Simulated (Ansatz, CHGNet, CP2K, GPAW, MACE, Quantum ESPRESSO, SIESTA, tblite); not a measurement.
# CP2K runs on Σ5 (001) twist boundary in Ge (77 atoms)

Wanted: CP2K inputs and outputs for Σ5 (001) twist boundary in Ge (77 atoms), checked against a plane-wave reference.

Method: the method is named at each step, in CP2K 2026.2.

## 1. Starting point

The cell holds 77 atoms: 77 Ge. Cell: a = 8.946 Å, b = 8.946 Å, c = 22.565 Å, α = 90.0°, β = 90.0°, γ = 90.0°. It derives from Ge (diamond-structure). Diamond-structure Ge (a = 5.658 Å); two grains turned against each other by 36.87 deg about [001]; 1 x 1 coincidence cells, 2 lattice periods a grain, two boundaries a cell, upper grain shifted by [0.031, 0.71] of the boundary cell and opened by 0.2 Å, one atom of each pair nearer than 2.009 Å removed; minimised with a classical potential (one cell length free). Then every atom was moved at random, 0.02 Å r.m.s. a Cartesian component. Regions: lower grain, 40 atoms (40 Ge); upper grain, 37 atoms (37 Ge). The structure's axis is c.

The yardstick, on the same geometry:

| Quantity | Value |
| --- | --- |
| method | Kohn-Sham DFT, PBE, PAW, plane waves (Ansatz 0.2.0); cutoff 420 eV, Γ point, fermi-dirac smearing of 0.05 eV; PAW set soft_2 |
| r.m.s. force component | 0.4075 eV/Å |
| longest force | 1.737 eV/Å |
| pressure | 5.506 GPa |
| SCF cycles | 11 |
| time | 23 s on 8 threads of Arm Neoverse V2, shared host |
| CPU time | 2.9 min |

## 2. PBE, DZVP-UZH, 350/50 Ry, diagonalisation

Method: Kohn-Sham DFT, PBE, GTH-PBE pseudopotentials, Gaussian and plane waves, DZVP-MOLOPT (UZH set), diagonalisation.

input.inp

```
&GLOBAL
  PROJECT cell
  RUN_TYPE ENERGY_FORCE
  PRINT_LEVEL LOW
&END GLOBAL
&FORCE_EVAL
  METHOD QS
  STRESS_TENSOR ANALYTICAL
  &DFT
    BASIS_SET_FILE_NAME BASIS_MOLOPT_UZH
    POTENTIAL_FILE_NAME POTENTIAL_UZH
    &MGRID
      CUTOFF 350
      REL_CUTOFF 50
    &END MGRID
    &QS
      EPS_DEFAULT 1.0E-12
    &END QS
    &SCF
      SCF_GUESS ATOMIC
      EPS_SCF 1.0E-06
      MAX_SCF 200
      ADDED_MOS 34
      &DIAGONALIZATION
        ALGORITHM STANDARD
      &END DIAGONALIZATION
      &SMEAR ON
        METHOD FERMI_DIRAC
        ELECTRONIC_TEMPERATURE [K] 580
      &END SMEAR
      &MIXING
        METHOD BROYDEN_MIXING
        ALPHA 0.15
        NBROYDEN 8
      &END MIXING
      &PRINT
        &RESTART OFF
        &END RESTART
      &END PRINT
    &END SCF
    &XC
      &XC_FUNCTIONAL PBE
      &END XC_FUNCTIONAL
    &END XC
    &PRINT
      &MULLIKEN ON
      &END MULLIKEN
      &LOWDIN ON
      &END LOWDIN
      &MO ON
        EIGENVALUES T
        OCCUPATION_NUMBERS T
        MO_INDEX_RANGE 143 166
        &EACH
          QS_SCF 0
        &END EACH
        ADD_LAST NUMERIC
      &END MO
    &END PRINT
  &END DFT
  &SUBSYS
    &CELL
      A 8.94608 0.00000 0.00000
      B 0.00000 8.94608 0.00000
      C 0.00000 0.00000 22.56460
    &END CELL
    &TOPOLOGY
      COORD_FILE_NAME structure.xyz
      COORD_FILE_FORMAT XYZ
    &END TOPOLOGY
    &KIND Ge
      BASIS_SET DZVP-MOLOPT-PBE-GTH-q4
      POTENTIAL GTH-PBE-q4
    &END KIND
  &END SUBSYS
  &PRINT
    &FORCES ON
    &END FORCES
    &STRESS_TENSOR ON
    &END STRESS_TENSOR
  &END PRINT
&END FORCE_EVAL
```

structure.xyz

```xyz
77

Ge 8.91110 8.80357 0.27754
Ge 1.70602 0.81481 1.67497
Ge 3.40094 1.74386 0.31590
Ge 5.27890 2.59231 1.59103
Ge 7.26806 3.19295 0.24979
Ge 8.86064 4.42473 1.58629
Ge 6.17467 0.87582 3.02727
Ge 7.92605 1.77141 4.43575
Ge 1.75692 5.33839 0.22519
Ge 3.54918 6.28355 1.53755
Ge 5.32417 7.38096 0.10786
Ge 7.05175 8.06981 1.69144
Ge 0.76713 2.64231 2.99951
Ge 2.57602 3.55562 4.33443
Ge 4.39995 4.44262 2.96995
Ge 6.15392 5.34743 4.36399
Ge 7.93034 6.20697 3.00470
Ge 0.78403 7.12940 4.37482
Ge 8.81663 8.91253 5.75668
Ge 1.66719 0.86974 7.18231
Ge 3.45104 1.72096 5.77541
Ge 5.21038 2.62219 7.09070
Ge 6.98939 3.50203 5.76661
Ge 8.78738 4.45005 7.12364
Ge 6.05873 0.90731 8.55559
Ge 7.83703 1.80120 9.97197
Ge 2.57549 7.96792 2.99365
Ge 4.39056 8.90564 4.37573
Ge 1.68151 5.32739 5.74675
Ge 3.44594 6.27970 7.11101
Ge 5.25403 7.14273 5.76458
Ge 7.00084 7.99842 7.20420
Ge 0.71372 2.64849 8.49963
Ge 2.47332 3.73991 9.85306
Ge 4.30423 4.45533 8.37982
Ge 6.05023 5.16019 9.91962
Ge 7.82997 6.19919 8.54905
Ge 0.69135 7.08369 9.94806
Ge 2.56162 8.01095 8.53574
Ge 4.16816 0.06888 10.00650
Ge 5.78373 8.12644 11.57429
Ge 6.70419 1.00903 12.90537
Ge 8.47024 4.58290 12.97307
Ge 8.48670 0.13580 14.31092
Ge 0.40740 1.91545 15.68736
Ge 1.42851 8.22995 12.87017
Ge 2.41687 1.06235 11.49328
Ge 3.23123 2.78357 12.91575
Ge 4.17701 4.58728 11.55375
Ge 4.94155 6.41255 12.95298
Ge 3.13328 7.29275 14.29896
Ge 3.95891 0.13491 15.67901
Ge 4.91256 1.91714 14.30866
Ge 5.77461 3.72255 15.69661
Ge 6.68558 5.50739 14.28204
Ge 7.60891 7.25849 15.70767
[... 17 atom lines left out ...]
Ge 5.69633 3.80575 21.09790
Ge 6.65731 5.56339 19.72281
Ge 7.47347 7.32201 21.26443
Ge 1.16487 3.53764 19.91755
```

Launch:

```
> OMP_NUM_THREADS=2 cp2k.psmp -i input.inp > output.txt
```

Numbers of over 12 decimals in the logs are rounded to 6 here.

The log of the run:

```text
CP2K| version string:                                       CP2K version 2026.2
 CP2K| Input file name                                                 input.inp
 GLOBAL| Basis set file name                                    BASIS_MOLOPT_UZH
 GLOBAL| Potential file name                                       POTENTIAL_UZH
 GLOBAL| Run type                                                   ENERGY_FORCE
 GLOBAL| Total number of message passing processes                             1
 GLOBAL| Number of threads for this process                                    2
 TOTAL NUMBERS AND MAXIMUM NUMBERS
  Total number of            - Atomic kinds:                                   1
                             - Atoms:                                         77
                             - Shell sets:                                    77
                             - Shells:                                       385
                             - Primitive Cartesian functions:                308
                             - Cartesian basis functions:                   1078
                             - Spherical basis functions:                   1001
  Maximum angular momentum of the orbital basis functions:                     2
 SCF PARAMETERS         Density guess:                                    ATOMIC
                        max_scf:                                             200
                        eps_scf:                                        1.00E-06
                        added MOs                                        34    0
                        Mixing method:                            BROYDEN_MIXING
                                                charge density mixing in g-space
                        Smear method:                                FERMI_DIRAC
                        Electronic temperature [K]:                        580.0
                        Electronic temperature [a.u.]:                  1.84E-03
                        Accuracy threshold:                             1.00E-10
 Extrapolation method: initial_guess
 Number of electrons:                                                        308
 Number of occupied orbitals:                                                154
 Number of molecular orbitals:                                               188
 Number of orbital functions:                                               1001
 Number of independent orbital functions:                                   1001
 SCF WAVEFUNCTION OPTIMIZATION
  Step     Update method      Time    Convergence         Total energy    Change
     1 NoMix/Diag. 0.15E+00    3.2     0.43259400      -306.6296130053 -3.07E+02
     2 Broy./Diag. 0.15E+00    4.2     0.03553797      -299.4713917304  7.16E+00
     3 Broy./Diag. 0.15E+00    4.1     0.13491855      -300.3973541921 -9.26E-01
     4 Broy./Diag. 0.15E+00    4.3     0.10443080      -301.8526006629 -1.46E+00
     5 Broy./Diag. 0.15E+00    4.2     0.02731071      -301.9559739387 -1.03E-01
     6 Broy./Diag. 0.15E+00    4.2     0.03958243      -302.0059739416 -5.00E-02
     7 Broy./Diag. 0.15E+00    4.3     0.01544370      -301.9108749705  9.51E-02
[...]
18 Broy./Diag. 0.15E+00    4.4     0.00000277      -301.8363086838 -8.83E-05
    19 Broy./Diag. 0.15E+00    4.4     0.00000189      -301.8363288051 -2.01E-05
    20 Broy./Diag. 0.15E+00    4.3     0.00000093      -301.8363193079  9.50E-06
  *** SCF run converged in    20 steps ***
  Electronic density on regular grids:       -308.0000000000        0.0000000000
  Core density on regular grids:              307.9999999989       -0.0000000011
  Total charge density on r-space grids:       -0.0000000011
  Total charge density g-space grids:          -0.0000000011
  Overlap energy of the core charge distribution:               9.92179e-07
  Self energy of the core charge distribution:               -643.066224
  Core Hamiltonian energy:                                    152.894805
  Hartree energy:                                             278.419245
  Exchange-correlation energy:                                -90.074225
  Electronic entropic energy:                                  -0.00992207
  Fermi energy:                                                 0.153629
  Total energy:                                              -301.836319
  Total energy (extrapolated to T->0):                       -301.831358
 MO| EIGENVALUES AND OCCUPATION NUMBERS
 MO|
 MO|  Index      Eigenvalue [a.u.]        Eigenvalue [eV]             Occupation
 MO|    143               0.115247               3.136020               2.000000
 MO|    144               0.118363               3.220821               2.000000
 MO|    145               0.120719               3.284929               2.000000
 MO|    146               0.126381               3.438992               1.999999
 MO|    147               0.127234               3.462224               1.999999
 MO|    148               0.131319               3.573383               1.999989
[...]
MO|    164               0.180484               4.911225               0.000001
 MO|    165               0.182197               4.957840               0.000000
 MO|    166               0.182626               4.969497               0.000000
 MO| Sum:                                                             308.000000
 MO| E(Fermi):            0.153629 a.u.          4.180450 eV
 !-----------------------------------------------------------------------------!
                     Mulliken Population Analysis
 #  Atom  Element  Kind  Atomic population                           Net charge
       1     Ge       1          4.008935                             -0.008935
       2     Ge       1          4.047084                             -0.047084
       3     Ge       1          3.991586                              0.008414
       4     Ge       1          4.031072                             -0.031072
       5     Ge       1          3.976523                              0.023477
       6     Ge       1          4.047943                             -0.047943
[...]
# Total charge                            308.000000                  0.000000
 !-----------------------------------------------------------------------------!
 LOWDIN POPULATION ANALYSIS
 #  Atom  Element  Kind  Atomic population                           Net charge
[...]
75     Ge       1          4.065831                             -0.065831
      76     Ge       1          3.937546                              0.062454
      77     Ge       1          3.926326                              0.073674
 # Total charge                            308.000000                  0.000000
 ENERGY| Total FORCE_EVAL ( QS ) energy [hartree]           -301.836309
 FORCES| Atomic forces [hartree/bohr]
 FORCES|   Atom     x               y               z               |f|
 FORCES|      1  1.39245800E-02 -8.97030397E-03  2.31796361E-03   1.67252275E-02
 FORCES|      2 -4.35748949E-03 -1.31119156E-03  6.56284878E-03   7.98610806E-03
 FORCES|      3 -8.87200838E-03  1.81323757E-02 -1.24099440E-02   2.36960395E-02
 FORCES|      4  3.98018804E-03 -4.95961489E-03  2.03930684E-03   6.67820702E-03
 FORCES|      5 -5.27530409E-03 -7.77658927E-04 -3.71482924E-03   6.49873395E-03
 FORCES|      6  5.30473844E-03  1.13593920E-02 -1.96717658E-03   1.26903830E-02
[...]
FORCES|     75  1.10786895E-02 -5.58270872E-03  1.72881602E-02   2.12787330E-02
 FORCES|     76  2.76948152E-03 -2.05329625E-02 -3.94366050E-03   2.10908756E-02
 FORCES|     77  7.95442774E-03  1.39870907E-02  2.46852022E-02   2.94664357E-02
 FORCES| Sum     5.96890566E-08 -1.85167247E-07 -1.14777112E-06
 FORCES| Total atomic force                                       1.16414270E-06
 STRESS| Analytical stress tensor [bar]
 STRESS|                        x                   y                   z
 STRESS|      x        6.07728536966E+04   1.64426222955E+03   9.22424855772E+03
 STRESS|      y        1.64426222955E+03   5.37016631093E+04  -3.48074843845E+03
 STRESS|      z        9.22424855772E+03  -3.48074843845E+03   6.58104431585E+04
 STRESS| 1/3 Trace                                             6.00949866548E+04
```

It took 97 s on 2 threads of Arm Neoverse V2, shared host; peak memory 2.2 GiB.

Banners, paths, timers and routine set-up lines are dropped from the logs unmarked, and long logs keep their key lines alone; longer cuts are marked.

Compared with the plane-wave run:

* r.m.s. force component: 0.4165 eV/Å
* r.m.s. difference of force components: 19.71 meV/Å
* longest difference of force vectors: 96.72 meV/Å
* force difference over r.m.s. force: 4.836 %
* slope of forces against the reference's: 1.021
* correlation of force components: 0.9991
* pressure: 6.01 GPa
* pressure difference: 0.5034 GPa

A closer look about Ge9, which bears the longest force: 9 atoms, nearest first, numbered in the order of the input, with positions taken from that point.

```tsv
atom	x	y	z	distance (Å)	bonds	Mulliken charge (e)	Fx	Fy	Fz (eV/Å)
Ge9	0.00	0.00	0.00	0.00	2	0.15	-0.43	-0.50	-1.66
Ge10	1.79	0.95	1.31	2.41	4	-0.02	0.28	-0.26	-0.20
Ge6	-1.84	-0.91	1.36	2.47	4	-0.05	0.27	0.58	-0.10
Ge77	-0.59	-1.80	-2.87	3.44	3	0.13	0.41	0.72	1.27
Ge71	1.36	2.01	-2.98	3.84	3	0.10	-0.10	-0.47	1.06
Ge1	-1.79	3.47	0.05	3.90	4	-0.01	0.72	-0.46	0.12
Ge27	0.82	2.63	2.77	3.90	4	0.00	0.60	0.26	0.32
Ge15	2.64	-0.90	2.74	3.91	4	0.00	-0.02	-0.02	-0.45
Ge3	1.64	-3.59	0.09	3.95	3	0.01	-0.46	0.93	-0.64
```

Forces lie 4.8 % from the reference's, at 1.0 times its CPU time (on 2 against 8 cores).

## 3. PBE, TZVP-UZH, 350/50 Ry, diagonalisation

Method: Kohn-Sham DFT, PBE, GTH-PBE pseudopotentials, Gaussian and plane waves, TZVP-MOLOPT (UZH set), diagonalisation.

input.inp, as its differences from that of step 2:

```diff
@@ -66,8 +66,31 @@
     &END CELL
-    &TOPOLOGY
-      COORD_FILE_NAME structure.xyz
-      COORD_FILE_FORMAT XYZ
-    &END TOPOLOGY
+    &COORD
+      Ge 8.91110 8.80357 0.27754
+      Ge 1.70602 0.81481 1.67497
+      Ge 3.40094 1.74386 0.31590
+      Ge 5.27890 2.59231 1.59103
+      Ge 7.26806 3.19295 0.24979
+      Ge 8.86064 4.42473 1.58629
+      Ge 6.17467 0.87582 3.02727
+      Ge 7.92605 1.77141 4.43575
+      Ge 1.75692 5.33839 0.22519
+      Ge 3.54918 6.28355 1.53755
+      Ge 5.32417 7.38096 0.10786
+      Ge 7.05175 8.06981 1.69144
+      Ge 0.76713 2.64231 2.99951
+      Ge 2.57602 3.55562 4.33443
+      Ge 4.39995 4.44262 2.96995
+      Ge 6.15392 5.34743 4.36399
+      Ge 7.93034 6.20697 3.00470
+      Ge 0.78403 7.12940 4.37482
+      Ge 8.81663 8.91253 5.75668
+      Ge 1.66719 0.86974 7.18231
+[... 53 atom lines left out ...]
+      Ge 5.69633 3.80575 21.09790
+      Ge 6.65731 5.56339 19.72281
+      Ge 7.47347 7.32201 21.26443
+      Ge 1.16487 3.53764 19.91755
+    &END COORD
     &KIND Ge
-      BASIS_SET DZVP-MOLOPT-PBE-GTH-q4
+      BASIS_SET TZVP-MOLOPT-PBE-GTH-q4
       POTENTIAL GTH-PBE-q4
```

Launch:

```
> OMP_NUM_THREADS=1 mpirun -np 4 cp2k.psmp -i input.inp > output.txt
```

The log of the run:

```text
CP2K| version string:                                       CP2K version 2026.2
 CP2K| Input file name                                                 input.inp
 GLOBAL| Basis set file name                                    BASIS_MOLOPT_UZH
 GLOBAL| Potential file name                                       POTENTIAL_UZH
 GLOBAL| Run type                                                   ENERGY_FORCE
 GLOBAL| Total number of message passing processes                             4
 GLOBAL| Number of threads for this process                                    1
 TOTAL NUMBERS AND MAXIMUM NUMBERS
  Total number of            - Atomic kinds:                                   1
                             - Atoms:                                         77
[... lines left out ...]
                        Smear method:                                FERMI_DIRAC
[... lines left out ...]
 Number of electrons:                                                        308
[... lines left out ...]
  Step     Update method      Time    Convergence         Total energy    Change
[... lines left out ...]
  *** SCF run converged in    20 steps ***
[... lines left out ...]
  Fermi energy:                                                 0.152314
  Total energy:                                              -301.938953
  Total energy (extrapolated to T->0):                       -301.934025
[... lines left out ...]
 MO| E(Fermi):            0.152314 a.u.          4.144662 eV
[... lines left out ...]
       1     Ge       1          3.978648                              0.021352
       2     Ge       1          4.154748                             -0.154748
       3     Ge       1          3.979461                              0.020539
[...]
# Total charge                            308.000000                  0.000000
 !-----------------------------------------------------------------------------!
 LOWDIN POPULATION ANALYSIS
 #  Atom  Element  Kind  Atomic population                           Net charge
[...]
76     Ge       1          3.937556                              0.062444
      77     Ge       1          3.932219                              0.067781
 # Total charge                            308.000000                  0.000000
 ENERGY| Total FORCE_EVAL ( QS ) energy [hartree]           -301.938943
 FORCES| Atomic forces [hartree/bohr]
 FORCES|   Atom     x               y               z               |f|
 FORCES|      1  1.41122419E-02 -8.99170895E-03  2.34810542E-03   1.68973311E-02
 FORCES|      2 -4.47894967E-03 -1.31914751E-03  6.71020103E-03   8.17483567E-03
 FORCES|      3 -8.85241475E-03  1.83503425E-02 -1.27659671E-02   2.40430912E-02
[...]
FORCES|     76  2.57948959E-03 -2.07287422E-02 -3.83236549E-03   2.12372678E-02
 FORCES|     77  7.97110375E-03  1.40563335E-02  2.48165021E-02   2.96138107E-02
 FORCES| Sum     2.69253060E-08 -2.58796154E-07 -1.04226330E-06
 FORCES| Total atomic force                                       1.07425007E-06
 STRESS| Analytical stress tensor [bar]
 STRESS|                        x                   y                   z
 STRESS|      x        5.92996668240E+04   1.70090856521E+03   9.18459476986E+03
 STRESS|      y        1.70090856521E+03   5.20695744699E+04  -3.41482806587E+03
 STRESS|      z        9.18459476986E+03  -3.41482806587E+03   6.43102935140E+04
 STRESS| 1/3 Trace                                             5.85598449359E+04
```

The job ended after 53 s (4 MPI ranks; peak memory 4.1 GiB).

Against the reference:

* r.m.s. force component: 0.4187 eV/Å
* r.m.s. difference of force components: 21.41 meV/Å
* longest difference of force vectors: 100.4 meV/Å
* force difference over r.m.s. force: 5.253 %
* slope of forces against the reference's: 1.026
* correlation of force components: 0.999
* pressure: 5.856 GPa
* pressure difference: 0.3499 GPa

Against the first run (4.8 %), the force difference from the reference is 5.3 %, at 1.2 times the CPU time (on 4 against 2 cores), with 1309 basis functions against 1001: size alone doesn't set the difference here.

[end of part 1 of 3]

[Also dropped from logs without a mark: logging warnings of Python, and SIESTA's first energy breakdown and zero terms.]

[Logs are printed without paths, hosts, clocks, repeated set-up lines and the standing remarks that a program may print on its own settings, such as how far it seeks lower states.]

[Hosts, paths, dates, database ids (printed as entryN), source tags and the programs' standing remarks are cut or masked in the printed files.]
